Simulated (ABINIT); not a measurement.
# A GW chain in ABINIT: BaMg2Sb2 (P-3m1), part 3 of 3

Aim: the G0W0 gap of BaMg2Sb2 (P-3m1) on LDA, step by step.

ABINIT 10.8.3; LDA and many-body steps on it, plane waves. Known limits of the many-body steps: not at the basis limit; no spin-orbit coupling; coarse k mesh.

So far. Step 3 (Bands along the symmetry lines): The gap is 0.784 eV, as in the run before at this level. Step 4 (Empty states on the mesh, 3×3×1 mesh, 157 bands): On this mesh the gap is 1.039 eV. The earlier step found 0.784 eV, so this mesh misses an edge.

## Step 5: Screening, 3×3×1 mesh, 143 bands, screening to 106.1 eV

The RPA dielectric matrix is built and inverted for each q.

This step: RPA screening on LDA, plane waves, norm-conserving pseudopotentials.

The input, run.abi:

```
acell 3*1.0 Angstrom
rprim 
  4.770000000028 -0.000000000006 0.000000000000
  -2.385000000008 4.130941176079 0.000000000000
  0.000000000000 0.000000000000 8.100000000000
ntypat 3
znucl 56 12 51
natom 5
typat 1 2 2 3 3
xred 
  0.000000000000 0.000000000000 0.000000000000
  0.333333333333 0.666666666667 0.624700000000
  0.666666666667 0.333333333333 0.375300000000
  0.333333333333 0.666666666667 0.268000000000
  0.666666666667 0.333333333333 0.732000000000
pp_dirpath "pseudos"
pseudos "Ba.upf, Mg.upf, Sb.upf"
ecut 40
ngkpt 3 3 1
nshiftk 1
shiftk 0 0 0
kptopt 1
chksymbreak 0
istwfk *1
occopt 1
irdwfk 1
optdriver 3
nband 143
ecuteps 3.9
inclvkb 2
awtr 1
symchi 1
indata_prefix "in"
outdata_prefix "out"
tmpdata_prefix "tmp"
```

On the command line:

```console
OMP_NUM_THREADS=1 mpirun -n 4 abinit run.abi > log
```

Numbers of over 12 decimals in the logs are rounded to 6 here.

Log:

```text
.Version 10.8.3 of ABINIT. v10.8.2 released Aug 2026.

 Symmetries : space group P-3 m 1 (#164); Bravais hP (primitive hexag.)
[... echo of the input left out ...]
== DATASET  1 ==================================================================
-   mpi_nproc: 4, omp_nthreads: 1 (-1 if OMP is not activated)

--- !DatasetInfo
iteration_state: {dtset: 1, }
dimensions: {natom: 5, nkpt: 3, mband: 143, nsppol: 1, nspinor: 1, nspden: 1, mpw: 13038, }
cutoff_energies: {ecut:  40.0, pawecutdg:  -1.0, }
electrons: {nelect:   7.60000000E+01, charge:   0.00000000E+00, occopt:   1.00000000E+00, tsmear:   1.00000000E-02, }

 SCREENING: Calculation of the susceptibility and dielectric matrices

 Based on a program developped by R.W. Godby, V. Olevano, G. Onida, and L. Reining.
 Incorporated in ABINIT by V. Olevano, G.-M. Rignanese, and M. Torrent.
.Using double precision arithmetic ; gwpc =  8

[... cell and pseudopotentials left out ...]
--------------------------------------------------------------------------------

 ==== K-mesh for the wavefunctions ====
 Number of points in the irreducible wedge :     3
[... list of points left out ...]
 Together with 12 symmetry operations and time-reversal symmetry
 yields     9 points in the full Brillouin Zone.

 ==== Q-mesh for the screening function ====
 Number of points in the irreducible wedge :     3
[... list of points left out ...]
 Together with 12 symmetry operations and time-reversal symmetry
 yields     9 points in the full Brillouin Zone.

 setmesh: FFT mesh size selected  =    30x   30x   60
          total number of points  =        54000

 vcoul_init : cutoff-mode = AUXILIARY_FUNCTION
 q-points for optical limit:   1
     1)      0.000010    0.000020    0.000030

- screening: taking advantage of time-reversal symmetry
- Maximum band index for partially occupied states nbvw = 38
- Remaining bands to be divided among processors   nbcw = 105
- Number of bands treated by each node ~26

 Number of electrons calculated from density =   76.0000; Expected =   76.0000
 average of density, n =  0.070561
 r_s =    1.5012
 omega_plasma =   25.6235 [eV]

 calculating chi0 at frequencies [eV] :
  1    0.000000E+00    0.000000E+00
  2    0.000000E+00    2.562347E+01

--------------------------------------------------------------------------------
  q-point number  1        q = ( 0.000000, 0.000000, 0.000000) [r.l.u.]
--------------------------------------------------------------------------------
[... chi0 elements left out ...]
 For q-point:  0.000010 0.000020 0.000030
  dielectric constant =  18.6056
  dielectric constant without local fields =  21.0173

  Average fulfillment of the sum rule on Im[epsilon] for q-point    1 :     41.03  [%]
[... wings left out ...]
  q-point number  2        q = ( 0.333333, 0.000000, 0.000000) [r.l.u.]
--------------------------------------------------------------------------------
[... chi0 elements left out ...]
  Average fulfillment of the sum rule on Im[epsilon] for q-point    2 :     43.78  [%]

 [... 1 further q-points ...]
```

Wall time 99 s (4 MPI ranks of Intel Xeon Platinum 8259CL at 2.50GHz (Skylake/Cascade Lake), shared host); peak memory 1.4 GiB; 6.6 min of CPU time.

Numbers from this step:

```yaml
eps_infinity_with_local_fields_on_this_mesh_along_the_program_s_q_direction: 18.61
the_same_without_local_fields: 21.02
plasma_frequency: 25.62 eV
plane_waves_in_the_screening_matrix: 379
```

Local fields lower ε∞ by 11 %. On a Γ-centred mesh this coarse the value itself is usually too large, while a short band sum pulls it down.

## Step 6: Self-energy, 3×3×1 mesh, 143 bands, screening to 106.1 eV

The self-energy is evaluated for the states that the input lists, and the levels follow from it, in one-shot runs by the linearised quasiparticle equation.

This step: G0W0 on LDA, plane waves, norm-conserving pseudopotentials.

run.abi, as its differences from that of step 5:

```diff
@@ -26,8 +26,17 @@
 irdwfk 1
-optdriver 3
+optdriver 4
 nband 143
+gwcalctyp 0
+ecutsigx 40
+symsigma 1
+nkptgw 2
+kptgw 
+  0.0000000000 0.0000000000 0.0000000000
+  0.3333333333 0.0000000000 0.0000000000
+bdgw 
+  37 40
+  37 40
 ecuteps 3.9
-inclvkb 2
-awtr 1
-symchi 1
+irdscr 1
+ppmodel 1
 indata_prefix "in"
```

Log:

```text
.Version 10.8.3 of ABINIT. v10.8.2 released Aug 2026.

 Symmetries : space group P-3 m 1 (#164); Bravais hP (primitive hexag.)
[... echo of the input left out ...]
== DATASET  1 ==================================================================
-   mpi_nproc: 4, omp_nthreads: 1 (-1 if OMP is not activated)

--- !DatasetInfo
iteration_state: {dtset: 1, }
dimensions: {natom: 5, nkpt: 3, mband: 143, nsppol: 1, nspinor: 1, nspden: 1, mpw: 13038, }
cutoff_energies: {ecut:  40.0, pawecutdg:  -1.0, }
electrons: {nelect:   7.60000000E+01, charge:   0.00000000E+00, occopt:   1.00000000E+00, tsmear:   1.00000000E-02, }

 SIGMA: Calculation of the GW corrections

 Based on a program developped by R.W. Godby, V. Olevano, G. Onida, and L. Reining.
 Incorporated in ABINIT by V. Olevano, G.-M. Rignanese, and M. Torrent.
.Using double precision arithmetic ; gwpc =  8

[... cell and pseudopotentials left out ...]
--------------------------------------------------------------------------------

 ==== K-mesh for the wavefunctions ====
 Number of points in the irreducible wedge :     3
[... list of points left out ...]
 Together with 12 symmetry operations and time-reversal symmetry
 yields     9 points in the full Brillouin Zone.

 ==== Q-mesh for screening function ====
 Number of points in the irreducible wedge :     3
[... list of points left out ...]
 Together with 12 symmetry operations and time-reversal symmetry
 yields     9 points in the full Brillouin Zone.

 vcoul_init : cutoff-mode = AUXILIARY_FUNCTION
 q-points for optical limit:   1
     1)      0.000010    0.000020    0.000030
 setmesh: FFT mesh size selected  =    45x   45x   90
          total number of points  =       182250

 Number of electrons calculated from density =   76.0000; Expected =   76.0000
 average of density, n =  0.070561
 r_s =    1.5012
 omega_plasma =   25.6235 [eV]

 === KS Band Gaps ===
  >>>> For spin  1
   Minimum direct gap =   1.4211 [eV], located at k-point      :   0.0000  0.0000  0.0000
   Fundamental gap    =   1.0391 [eV], Top of valence bands at :   0.0000  0.0000  0.0000
                                       Bottom of conduction at :   0.3333  0.0000  0.0000
 SIGMA fundamental parameters:
 PLASMON POLE MODEL  1
 number of plane-waves for SigmaX                12973
 number of plane-waves for SigmaC and W            379
 number of plane-waves for wavefunctions         12973
 number of bands                                   143
 number of independent spin polarizations            1
 number of spinorial components                      1
 number of k-points in IBZ                           3
 number of q-points in IBZ                           3
 number of symmetry operations                      12
 number of k-points in BZ                            9
 number of q-points in BZ                            9
 number of frequencies for dSigma/dE                 9
 frequency step for dSigma/dE [eV]                0.25
 number of omega for Sigma on real axis              0
 max omega for Sigma on real axis  [eV]           0.00
 zcut for avoiding poles [eV]                     0.10

 EPSILON^-1 parameters (SCR file):
 dimension of the eps^-1 matrix on file            379
 dimension of the eps^-1 matrix used               379
 number of plane-waves for wavefunctions         12973
 number of bands                                   143
 number of q-points in IBZ                           3
 number of frequencies                               2
 number of real frequencies                          1
 number of imag frequencies                          1

 matrix elements of self-energy operator (all in [eV])

 Perturbative Calculation

--- !SelfEnergy_ee
iteration_state: {dtset: 1, }
kpoint     : [   0.000,    0.000,    0.000, ]
spin       : 1
KS_gap     :    1.421
QP_gap     :    2.034
Delta_QP_KS:    0.613
data: !SigmaeeData |
     Band     E0 <VxcDFT>   SigX SigC(E0)      Z dSigC/dE  Sig(E)    E-E0       E
       37   4.954 -11.883 -13.181   1.403   0.783  -0.278 -11.801   0.081   5.035
       38   4.954 -11.883 -13.181   1.403   0.783  -0.278 -11.801   0.081   5.035
       39   6.375 -10.029  -5.517  -3.635   0.792  -0.263  -9.335   0.694   7.069
       40   6.419  -9.957  -5.921  -3.315   0.789  -0.268  -9.388   0.569   6.988

--- !SelfEnergy_ee
iteration_state: {dtset: 1, }
kpoint     : [   0.333,    0.000,    0.000, ]
spin       : 1
KS_gap     :    1.883
QP_gap     :    2.267
Delta_QP_KS:    0.384
data: !SigmaeeData |
     Band     E0 <VxcDFT>   SigX SigC(E0)      Z dSigC/dE  Sig(E)    E-E0       E
       37   3.944 -11.038 -12.564   1.515   0.777  -0.287 -11.046  -0.008   3.936
       38   4.111 -11.238 -12.686   1.462   0.779  -0.284 -11.227   0.011   4.122
       39   5.993  -8.679  -4.751  -3.429   0.793  -0.261  -8.284   0.395   6.389
       40   7.510  -9.483  -4.982  -3.778   0.788  -0.268  -8.913   0.570   8.080

== END DATASET(S) ==============================================================
================================================================================

 -outvars: echo values of variables after computation  --------
           etotal      0.0000000000E+00
            nband         143
             nkpt           3
          spgroup         164
 [... the other variables as echoed above ...]

 Calculation completed.
```

The job ended after 32 s (4 MPI ranks; peak memory 1.1 GiB).

This step gave:

```yaml
g0w0_gap_on_the_points_computed: 1.354 eV
starting_gap_on_the_mesh: 1.039 eV
k_of_the_valence_top: 0, 0, 0
k_of_the_conduction_bottom: 0.3333, 0, 0
z_at_the_valence_top: 0.783
z_at_the_conduction_bottom: 0.793
least_direct_g0w0_gap_on_the_computed_points: 1.953 eV
```

The gap on the mesh goes from 1.04 eV to 1.35 eV, a correction of +0.32 eV. The start differs from the 0.78 eV found before because the two sample other k points.

Limits: finite bands, cutoff and mesh; no spin-orbit coupling; coarse k mesh. v1 is the top filled band, c1 the lowest empty one. Levels before and after the correction, in eV, zero at the valence-band top of each column:

```
           conduction bottom  valence top
Kohn-Sham               1.04         0.00
     G0W0               1.35         0.00
```

```
                    level  energy (eV)
Kohn-Sham         Γ v2-v1        0.000
Kohn-Sham            Γ c1        1.421
Kohn-Sham            Γ c2        1.465
Kohn-Sham  (0.333 0 0) v2       -1.010
Kohn-Sham  (0.333 0 0) v1       -0.844
Kohn-Sham  (0.333 0 0) c1        1.039
Kohn-Sham  (0.333 0 0) c2        2.556
     G0W0         Γ v2-v1        0.000
     G0W0            Γ c1        2.034
     G0W0            Γ c2        1.953
     G0W0  (0.333 0 0) v2       -1.099
     G0W0  (0.333 0 0) v1       -0.913
     G0W0  (0.333 0 0) c1        1.354
     G0W0  (0.333 0 0) c2        3.045
```

## Step 7: Where the time went

Times are wall times on the hardware named with each run, good to a factor of about two.

```
                          step     time  share  memory (GiB)
                  ground state  5.4 min   30 %          0.74
bands along the symmetry lines  7.9 min   44 %           1.1
      empty states on the mesh  2.5 min   14 %          0.46
                     screening     99 s    9 %           1.4
                   self-energy     32 s    3 %           1.1
```

## Step 8: Results

```yaml
lda_gap: 0.78 eV, indirect
g0w0_gap_on_the_mesh: 1.35 eV
g0w0_gap_over_the_zone_rigid_shift: 1.10 eV
gw_settings: 3×3×1 mesh, 143 bands, screening to 106.1 eV, Godby-Needs plasmon pole
known_limits: not at the basis limit; no spin-orbit coupling; coarse k mesh
```

**Reading.** G0W0 moves the gap on the mesh from 1.04 eV to 1.35 eV (+0.32 eV), with Z of 0.78 and 0.79 at the edges. The mesh misses the band edges by 0.26 eV in all; a rigid shift gives 1.10 eV for the zone. Local fields lower the RPA ε∞ on this mesh from 21.02 to 18.61; a Γ-centred mesh this coarse tends to raise both, most where the direct gap is narrow, while a short band sum lowers them. Only 2 of the mesh's irreducible points were corrected, so a valley elsewhere could overtake. Bands and cutoff are finite, so the gap is not at the basis limit. The miss can reach some tenths of an eV and take either sign; the mesh is an error of its own. In the G0W0 run levels were corrected at 2 k points alone, so a gap called «on the mesh» is the least over those, and an edge elsewhere would be missed. A denser mesh or path gives a starting gap of 0.78 eV: the GW mesh misses a band edge, so its gaps are not the fundamental one. The 3×3×1 mesh is coarse for this cell, which bears on the long-range parts of exchange and screening. The many-body steps are scalar-relativistic: spin-orbit coupling is not in them.

[Paths, hosts, dates, memory and timing lines, banners, echoed tables and standing remarks are left out of the program output.]

[Logs are printed without paths, hosts, clocks, repeated set-up lines and the standing remarks that a program may print on its own settings, such as how far it seeks lower states.]

[Runs of the session that timed out or met a known fault of the program may be left out.]

[Hosts, paths, dates, database ids (printed as entryN), source tags and the programs' standing remarks are cut or masked in the printed files.]

[G0W0 gaps are taken among the corrected bands and points alone; a level outside them can change the order at an edge.]

[Where Ansatz stands beside ABINIT at settings called matched, ABINIT's density can come from a denser mesh and the files from another edition; pairs whose starting gaps differed by over 0.03 eV were left out, so agreement reads better than it is.]
